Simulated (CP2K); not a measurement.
Two runs for the C K edge of 3-silylthiophene. Run A: CP2K XAS_TDP, all-electron GAPW, PBEh(45%), aug-pc-1, TDA, no relativity. Run B differs in one setting.

First lines with a strength over 0.0015. A:

| atom | energy (eV) | states | strength, one atom |
| --- | --- | --- | --- |
| C2 (bonded to 2 C and Si) | 281.17 | 1 | 0.0417 |
|  | 283.52 | 1 | 0.0076 |
|  | 284.06 | 1 | 0.0108 |
|  | 284.31 | 1 | 0.0040 |
|  | 284.54 | 1 | 0.0054 |
| C3 (bonded to 2 C and H) | 281.52 | 1 | 0.0505 |
|  | 283.34 | 1 | 0.0078 |
|  | 284.19 | 1 | 0.0104 |
|  | 284.68 | 1 | 0.0058 |
|  | 285.15 | 1 | 0.0040 |
| C4 (bonded to C, S and H) | 281.56 | 1 | 0.0517 |
|  | 284.03 | 1 | 0.0321 |
|  | 284.68 | 1 | 0.0133 |
|  | 285.53 | 1 | 0.0057 |
|  | 285.75 | 1 | 0.0016 |
| C6 (bonded to C, S and H) | 281.41 | 1 | 0.0530 |
|  | 284.19 | 1 | 0.0286 |
|  | 284.86 | 1 | 0.0169 |
|  | 285.72 | 1 | 0.0050 |
|  | 286.15 | 1 | 0.0025 |

B:

| atom | energy (eV) | states | strength, one atom |
| --- | --- | --- | --- |
| C2 (bonded to 2 C and Si) | 285.88 | 1 | 0.0410 |
|  | 288.23 | 1 | 0.0075 |
|  | 288.77 | 1 | 0.0107 |
|  | 289.02 | 1 | 0.0039 |
|  | 289.25 | 1 | 0.0053 |
| C3 (bonded to 2 C and H) | 286.75 | 1 | 0.0496 |
|  | 288.56 | 1 | 0.0076 |
|  | 289.41 | 1 | 0.0102 |
|  | 289.91 | 1 | 0.0057 |
|  | 290.38 | 1 | 0.0040 |
| C4 (bonded to C, S and H) | 286.38 | 1 | 0.0508 |
|  | 288.84 | 1 | 0.0315 |
|  | 289.50 | 1 | 0.0131 |
|  | 290.35 | 1 | 0.0056 |
|  | 290.56 | 1 | 0.0015 |
| C6 (bonded to C, S and H) | 286.11 | 1 | 0.0521 |
|  | 288.89 | 1 | 0.0281 |
|  | 289.56 | 1 | 0.0166 |
|  | 290.42 | 1 | 0.0049 |
|  | 290.85 | 1 | 0.0024 |

Q: Which was it: the functional, scalar relativity switched on, the basis, GW2X switched on?

GW2X switched on. GW2X shifts an atom's lines together and keeps their spacings. Against PBEh(45%) in aug-pc-1, the leading lines move by +4.71 eV (C2, to 285.88), +5.23 eV (C3, to 286.75), +4.82 eV (C4, to 286.38) and +4.70 eV (C6, to 286.11).

[Hosts, paths, dates, database ids (printed as entryN), source tags and the programs' standing remarks are cut or masked in the printed files.]
